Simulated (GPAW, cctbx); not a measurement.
## By hand: from a DFT structure factor to an extinction distance in Li2ScBr4

Li2ScBr4, I-4 (no. 82), a = 6.2010 Å, b = 6.2010 Å, c = 11.5158 Å, α = 90.00°, β = 90.00°, γ = 90.00°.

```csv
atom,mult.,x,y,z
Br1,8,0.7559,0.2656,0.1225
Sc1,2,0,0,0
Li1,2,0,1/2,1/4
Li2,2,1/2,1/2,0
```

The start was made by putting kin elements into a known structure type; the compound need not exist, or be stable, in this form.

A DFT run (GPAW, PBE, 550 eV, 4×4×4 k-points, Fermi–Dirac width 0.05 eV) gives the static X-ray structure factor of 002 as 46.219 e for the conventional cell; superposed free atoms give 46.030 e. **Problem.** Find the Fourier component V of the crystal potential and the two-beam extinction distance at 300 kV in both cases.

**1. Geometry**

The cell volume is Ω = 442.81 Å³ and d(002) = 5.7579 Å, so g = 1/d = 0.1737 Å⁻¹.

**2. The nuclei**

Electrons feel nuclei as well as electrons, so the nuclear charges are summed with the same phases.

Phase sums Σ exp(2πi h·x), turned so that the total is real and positive: Br +0.250, Sc +2.000, Li 0.000. Then F_Z = 35 × (+0.250) + 21 × (+2.000) + 3 × (0.000) = 50.76 e. The electron term has the same sign for this reflection.

**3. Mott–Bethe**

Poisson's equation, term by term, gives V = (e/4πε₀)(F_Z − F)/(πΩg²), with e/4πε₀ = 14.3996 V Å.

The prefactor is 14.3996 × 5.7579²/(π × 442.81) = 0.34317 V per electron. Free atoms: (50.76 − 46.030) × 0.34317 = 1.624 V. Crystal: (50.76 − 46.219) × 0.34317 = 1.560 V. F changes by +0.41 % and V by -4.0 %: the same 0.19 e is measured against F_Z − F = 4.7 e in place of F = 46.0 e.

**4. Extinction distance**

In the two-beam case ξ = 1/(λU) with U = 2γm₀eV/h², that is ξ = 150.41 V Å²/(γλV).

At 300 kV, λ = 0.01969 Å and γ = 1.5871. Free atoms: ξ = 2964 Å. Crystal: ξ = 3087 Å. The thickness fringes go as sin²(πt/ξ), so the two patterns slip by a quarter of a period when t|1/ξ₁ − 1/ξ₀| = 1/4, at t ≈ 1855 nm, thicker than usual samples. Thermal motion, absorption and many-beam coupling, left out here, change a real pattern.

**5. Answer**

V(002) is 1.56 V against 1.62 V, and ξ is 3087 against 2964 Å. Limits: static atoms, two beams.

[Outputs are excerpts: Python notices, other lines and further rows are left out; steps that failed or that the build refused (PBEsol, TPSS) are not shown.]

[Logs are printed without paths, hosts, clocks, repeated set-up lines and the standing remarks that a program may print on its own settings, such as how far it seeks lower states.]
